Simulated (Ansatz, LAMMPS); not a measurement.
# Amorphous 46SiO2-54Al2O3 (mol %) (114 atoms), relaxed: mesh and functional compared

Which bonds does the relaxation leave, and how do the Kohn-Sham gap, forces and pressure change with k-mesh and functional?

Calculated with Ansatz 0.2.0: Kohn-Sham DFT, PBE, PAW (set soft_2), plane waves; cutoff 420 eV, Γ point, fermi-dirac smearing of 0.025 eV.

**The cell**

Density at the start: 2.70 g/cm³. The cell holds 114 atoms: 13 Si, 30 Al and 71 O. Its edges and angles: a = 11.246 Å, b = 11.246 Å, c = 11.246 Å, α = 90.0°, β = 90.0°, γ = 90.0°. 114 atoms (13 Si, 30 Al, 71 O) placed at random at 2.7 g/cm³, melted at 5000 K for 10 ps at fixed volume with the Morse and Coulomb pair potential with partial charges (Pedone, Malavasi, Menziani, Cormack and Segre, J. Phys. Chem. B 110, 11780 (2006)). Quenched from 5000 K to 300 K at 50 K/ps and fixed volume, held 5 ps, then minimised at fixed cell.

Cell and atoms were relaxed with PBE. The walk converged after 12 steps by the program's count, with a largest force component of 0.0111 eV/Å; it began at an r.m.s. force component of 0.54 eV/Å. The edges went from 11.246, 11.246, 11.246 to 11.251, 11.472, 11.051 Å, and the volume from 12.476 to 12.509 Å³ an atom (+0.3 %).

The input of the reference single point:

```yaml
crystal:
  lattice:
    - [11.2503, -0.09946, 0.0623]
    - [-0.09946, 11.47174, -0.06244]
    - [0.0623, -0.06244, 11.05092]
  atoms:
    - { symbol: Si, position: [0.76527, 0.57755, 0.29495] }
    - { symbol: Si, position: [0.64276, 0.15791, 0.46792] }
    - { symbol: Si, position: [0.06581, 0.17567, 0.80571] }
    - { symbol: Si, position: [0.78976, 0.9781, 0.08298] }
    [... 108 atom lines left out ...]
    - { symbol: O, position: [0.83685, 0.90184, 0.20027] }
    - { symbol: O, position: [0.61445, 0.6349, 0.75391] }
kpoints:
  mp_grid: { grid: [1, 1, 1] }
hamiltonian:
  xc: pbe
scf:
  occupations: { method: fermi_dirac, width: 0.025 }
output:
  forces: true
  stress: true
  populations: true
  dos:
    method: { smearing: { sigma: 0.08 } }
    de: 0.05
    projected: { site_lists: { Al: [Al], O: [O], Si: [Si] } }
  eigenvalues: true
  write_density: true
  write_potential: true
  volumetric_format: npy
```

**Bonds after relaxation**

Bonds by pair of elements; cutoffs follow the first minimum of g(r), held within bounds set by covalent radii, and pairs that aren't listed don't count as bonded:

```csv
pair A-B,cutoff (Å),bonds,mean length (Å),spread (Å),shortest (Å),B about A,A about B
O-Al,2.49,130,1.83,0.108,1.69,1.83,4.33
O-Si,2.12,52,1.64,0.046,1.58,0.732,4
```

How many atoms have how many bonded neighbours:

```csv
element,mean,2,3,4,5,6
Al,4.33,0,0,21,8,1
O,2.56,34,34,3,0,0
Si,4,0,0,13,0,0
```

**Levels of theory**

Single points at the relaxed geometry:

```
functional  k-mesh  Kohn-Sham gap (eV)  pressure (GPa)  r.m.s. force component (eV/Å)  SCF cycles     time
       PBE   1×1×1               3.403           -0.01                          0.003           9     21 s
       PBE   2×2×2               3.388            0.00                          0.005           9  3.3 min
     HSE06   1×1×1               5.117           -5.17                          0.145          15  5.2 min
    r2SCAN   1×1×1               4.017           -5.00                          0.114           9     53 s
    PBEsol   1×1×1               3.307           -3.05                          0.043          10     22 s
```

The gap is that between the highest filled and lowest empty Kohn-Sham level on the run's k-points. Cutoffs: 420 eV for PBE, HSE06 and PBEsol; 500 eV for r2SCAN. Times come from shared hosts and are rough.

**Findings**

By these cutoffs 70 % of Al atoms have 4, 48 % of O atoms have 2 and 100 % of Si atoms have 4 neighbours. The Kohn-Sham gap is 3.40 eV with PBE on the 1×1×1 mesh and 3.39 eV on 2×2×2. On the 1×1×1 mesh HSE06 changes the gap by +1.71 eV against PBE. Carrying that shift over to the 2×2×2 mesh gives 3.39 + 1.71 = 5.10 eV, an estimate that takes the shift to be alike at all k-points. On the reference's mesh the gap changes with r2SCAN by +0.61 eV and PBEsol by -0.10 eV. Against the reference the pressure changes with HSE06 by -5.2 GPa, r2SCAN by -5.0 GPa and PBEsol by -3.0 GPa; a negative change means a smaller volume than PBE would take. The denser mesh moves the energy by -0.9 meV/atom and the pressure by +0.01 GPa.

Limits: All single points share the geometry relaxed with PBE. One sample; tail or defect levels can set the gap of a disordered cell. The quench rate of 50 K/ps is many orders above laboratory rates, so the cell is likely richer in defects and strain than a real sample. The network of bonds at the start is that of the classical potential that made the cell, and needn't be the one that DFT or experiment would give. In some runs the program notes that it cut back its work space to fit the memory limit, the exchange threshold is loose for the stress and the SCF threshold is loose for the stress.

[Logs are printed without paths, hosts, clocks, repeated set-up lines and the standing remarks that a program may print on its own settings, such as how far it seeks lower states.]

[Hosts, paths, dates, database ids (printed as entryN), source tags and the programs' standing remarks are cut or masked in the printed files.]
